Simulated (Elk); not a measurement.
# Be5V: moments or none, part 2 of 2

Wanted: the moments of Be5V and the energy gained by spin polarisation.

Elk 11.2.3 (patched build); LDA (Perdew-Wang); all-electron APW+lo, Dirac cores, scalar-relativistic bands.

So far. Step 2 (Start 1: ferro +): After 23 cycles the largest moment stands at 1.11 μB.

### 3. Run 2 (no spin polarisation)

A run without seeds gives the energy of the state without moments.

elk.in reads:

```
tasks
  0

xctype
  3

rgkmax
  7.0

nempty
  14

swidth
  0.002

epsengy
  1e-05

maxscl
  100

lmaxi
  2

sppath
  './'

avec
  0.00000000000 5.74590125454 5.74590125454
  5.74590125454 0.00000000000 5.74590125454
  5.74590125454 5.74590125454 0.00000000000

atoms
  2
  'Be.in'
  5
  0.8757557100 0.8757557100 0.8757557100   0.000000 0.000000 0.000000
  0.8757557100 0.8757557100 0.3727328600   0.000000 0.000000 0.000000
  0.8757557100 0.3727328600 0.8757557100   0.000000 0.000000 0.000000
  0.3727328600 0.8757557100 0.8757557100   0.000000 0.000000 0.000000
  0.5000000000 0.5000000000 0.5000000000   0.000000 0.000000 0.000000
  'V.in'
  1
  0.2500000000 0.2500000000 0.2500000000   0.000000 0.000000 0.000000

ngridk
  4 4 4
```

Started as:

```bash
$ OMP_NUM_THREADS=2 elk
```

Numbers of over 12 decimals in the logs are rounded to 6 here.

Output:

```text
Warning(gndstate): core states of species 1 leak from the muffin-tin :   0.1288677345E-02

--- INFO.OUT ---
┌─────────────────────────┐
│ Elk code version 11.2.3 │
└─────────────────────────┘

All units are atomic (Hartree, Bohr, etc.)

┌─────────────────────────────────────────────────┐
│ Ground-state run starting from atomic densities │
└─────────────────────────────────────────────────┘

Lattice vectors :
   0.000000000       5.745901255       5.745901255
   5.745901255       0.000000000       5.745901255
   5.745901255       5.745901255       0.000000000

Species : 1 (Be)
 parameters loaded from : Be.in
 name : beryllium
 nuclear charge    :   -4.000000000
 electronic charge :    4.000000000
 atomic mass :    16428.20280
 muffin-tin radius :    1.800000000
 number of radial points in muffin-tin :    297
 inner part over the whole radius :   0.9826427374E-02
 number on inner part of muffin-tin    :    202
 approximate nuclear radius :   0.4290726161E-04
 number of mesh points to nuclear radius :     78
 atomic positions (lattice), magnetic fields (Cartesian) :
  1 :   0.62575571  0.62575571  0.62575571    0.00000000  0.00000000  0.00000000
  2 :   0.62575571  0.62575571  0.12273286    0.00000000  0.00000000  0.00000000
  3 :   0.62575571  0.12273286  0.62575571    0.00000000  0.00000000  0.00000000
  4 :   0.12273286  0.62575571  0.62575571    0.00000000  0.00000000  0.00000000
  5 :   0.25000000  0.25000000  0.25000000    0.00000000  0.00000000  0.00000000

Species : 2 (V)
 parameters loaded from : V.in
 name : vanadium
 nuclear charge    :   -23.00000000
 electronic charge :    23.00000000
 atomic mass :    92860.67382
 muffin-tin radius :    2.400000000
 number of radial points in muffin-tin :    497
 inner part over the whole radius :   0.9920165687E-02
 number on inner part of muffin-tin    :    350
 approximate nuclear radius :   0.6897515165E-04
 number of mesh points to nuclear radius :    164
 atomic positions (lattice), magnetic fields (Cartesian) :
  1 :   0.00000000  0.00000000  0.00000000    0.00000000  0.00000000  0.00000000

Total number of atoms per unit cell :    6
Total muffin-tin volume :    180.0509582
 ratio of muffin-tin to unit cell volume :   0.4745598221

Spin treatment :
 spin-unpolarised

Number of Bravais lattice symmetries :   48
Number of crystal symmetries         :   24
Crystal has no inversion symmetry
Complex Hermitian eigensolver will be used

k-point grid :      4     4     4
k-point offset :    0.000000000       0.000000000       0.000000000
k-point set is reduced with full crystal symmetry group
Total number of k-points :       10

Muffin-tin radius times maximum |G+k| :    7.000000000
 using average radius
Maximum |G+k| for APW functions       :    3.684210526
Maximum (1/2)|G+k|²                   :    6.786703601
Maximum |G| for potential and density :    12.00000000
Constant for pseudocharge density :    7
 order of it for each species :   14  14
 order of it for pair densities of each species (exact exchange by exxq0 0: 14) :    8  14
Radial integration step length :    1

G-vector grid sizes :     32    32    32
Number of G-vectors :    11017

Maximum angular momentum used for
 APW functions            :    8
 outer part of muffin-tin :    6
 inner part of muffin-tin :    2

Number of empty states         :     84
Total number of valence states :     96
Total number of core states    :     20

Third-order local-orbitals added for an l without core states : T
Total number of local-orbitals :     53

Exchange-correlation functional :      3     0     0
 Perdew-Wang/Ceperley-Alder, Phys. Rev. B 45, 13244 (1992)
 gradient requirement :    0
 local density approximation (LDA)

Smearing type :    3
 Fermi-Dirac
Smearing width :   0.2000000000E-02
Effective electronic temperature (K) :    631.5500496

Mixing type :    3
 Broyden mixing, J. Phys. A: Math. Gen. 17, L317 (1984)

Kohn-Sham potential initialised from atomic data

┌──────────────────────────────┐
│ Self-consistent loop started │
└──────────────────────────────┘

┌─────────────────┐
│ Loop number : 1 │
└─────────────────┘

Energies :
 Fermi                       :     0.227309
 sum of occupied eigenvalues :     -586.49434520465
 electron kinetic            :      1023.4263679204
 core electron kinetic       :      938.40520035872
 Coulomb                     :     -1987.4520726302
 Coulomb potential           :     -1544.6316581182
 nuclear-nuclear             :     -164.07292667414
 electron-nuclear            :     -2106.1945095423
 Hartree                     :      282.81536358630
 Madelung                    :     -1215.1362435711
 xc potential                :     -65.289055006855
 exchange                    :     -53.466147258296
 correlation                 :     -3.118317
 electron entropic           :    -0.17039897775652E-02
 total energy                :     -1020.6118726915

Density of states at Fermi energy :    135.7724412
 (states/Hartree/unit cell)

Estimated indirect band gap :   0.5234646737E-02
 from k-point 6 to k-point 3
Estimated direct band gap   :   0.9022001935E-02
 at k-point 9

Charges :
 core                        :    20.00000000
 valence                     :    23.00000000
 interstitial                :    7.304438856
 muffin-tins (core leakage)
  species : 1 (Be)
   atom 1                    :    3.068561975     (  0.1330341361E-02)
   atom 2                    :    3.068561975     (  0.1330341361E-02)
   atom 3                    :    3.068561975     (  0.1330341361E-02)
   atom 4                    :    3.068561975     (  0.1330341361E-02)
   atom 5                    :    2.630820638     (  0.1292874020E-02)
  species : 2 (V)
   atom 1                    :    20.79049261     ( -0.3557348897E-05)
 total in muffin-tins        :    35.69556114
 total calculated charge     :    42.99348105
 total charge                :    43.00000000
 error                       :   0.6518954536E-02

[... earlier loops left out ...]

┌──────────────────┐
│ Loop number : 16 │
└──────────────────┘

Energies :
 Fermi                       :     0.249449
 sum of occupied eigenvalues :     -585.85352292236
 electron kinetic            :      1028.7196104047
 core electron kinetic       :      938.64969157225
 Coulomb                     :     -1992.0414782131
 Coulomb potential           :     -1539.1552056914
 nuclear-nuclear             :     -164.07292667414
 electron-nuclear            :     -2120.9477998688
 Hartree                     :      292.97924832981
 Madelung                    :     -1222.4638753674
 xc potential                :     -75.417927635665
 exchange                    :     -53.950629486538
 correlation                 :     -3.135205
 electron entropic           :    -0.25072778123106E-02
 total energy                :     -1020.4102097365

Density of states at Fermi energy :    202.8382712
 (states/Hartree/unit cell)

Estimated indirect band gap :   0.4693333662E-02
 from k-point 7 to k-point 6
Estimated direct band gap   :   0.1285568888E-01
 at k-point 8

Charges :
 core                        :    20.00000000
 valence                     :    23.00000000
 interstitial                :    6.922987785
 muffin-tins (core leakage)
  species : 1 (Be)
   atom 1                    :    2.924381684     (  0.1288677345E-02)
   atom 2                    :    2.924381684     (  0.1288677345E-02)
   atom 3                    :    2.924381684     (  0.1288677345E-02)
   atom 4                    :    2.924381684     (  0.1288677345E-02)
   atom 5                    :    2.703211250     (  0.1210291579E-02)
  species : 2 (V)
   atom 1                    :    21.67627423     ( -0.3557353368E-05)
 total in muffin-tins        :    36.07701222
 total calculated charge     :    42.99371248
 total charge                :    43.00000000
 error                       :   0.6287522592E-02

┌──────────────────────────────┐
│ Self-consistent loop stopped │
└──────────────────────────────┘

Warning : core states of species 1 leak from the muffin-tin :   0.1288677345E-02

Wrote STATE.OUT
```

Wall time 14 s (2 threads of Intel Xeon at 2.70GHz, shared host); peak memory 0.08 GiB.

This step gave:

| Item | Value |
| --- | --- |
| density of states at the Fermi level | 7.454 states/eV/cell |
| final state | non-magnetic (no spin polarisation) |

It lies 52.3 meV a seeded atom over the first start.

### 4. The states side by side

These are free energies at a smearing of 0.0544 eV, so its entropy term is in the differences. They are divided by the number of seeded atoms, so that cells of unlike size compare.

Orders:

```
               start    final state  typed order kept  energy over the lowest (meV a seeded atom)  largest sphere moment (μB)  net moment (μB a primitive cell)  DOS at the Fermi level (states/eV a primitive cell)  mesh matched  CPU time (s)
             ferro +  ferromagnetic               yes                                           0                       1.106                             1.343                                                4.602           yes         177.4
no spin polarisation   non-magnetic                 -                                       52.25                           0                                 0                                                7.454           yes         23.86
```

### 5. Summary of results

```json
{
  "lower run": "with moments",
  "largest site moment": "1.11 μB",
  "energy gained by spin polarisation": "52.3 meV a seeded atom"
}
```

In words: The crystal holds moments, up to 1.11 μB, and gains 52.3 meV a seeded atom by them. No antiferromagnetic order was tried, so the session says nothing on how the moments order.

[Logs and program files are shortened in this print: banners, set-up blocks, solver, clock and traceback lines can be left out without a mark of their own.]

[Logs are printed without paths, hosts, clocks, repeated set-up lines and the standing remarks that a program may print on its own settings, such as how far it seeks lower states.]

[Hosts, paths, dates, database ids (printed as entryN), source tags and the programs' standing remarks are cut or masked in the printed files.]

[Where a cell is said to come from a database of computed structures, the database is the Materials Project.]
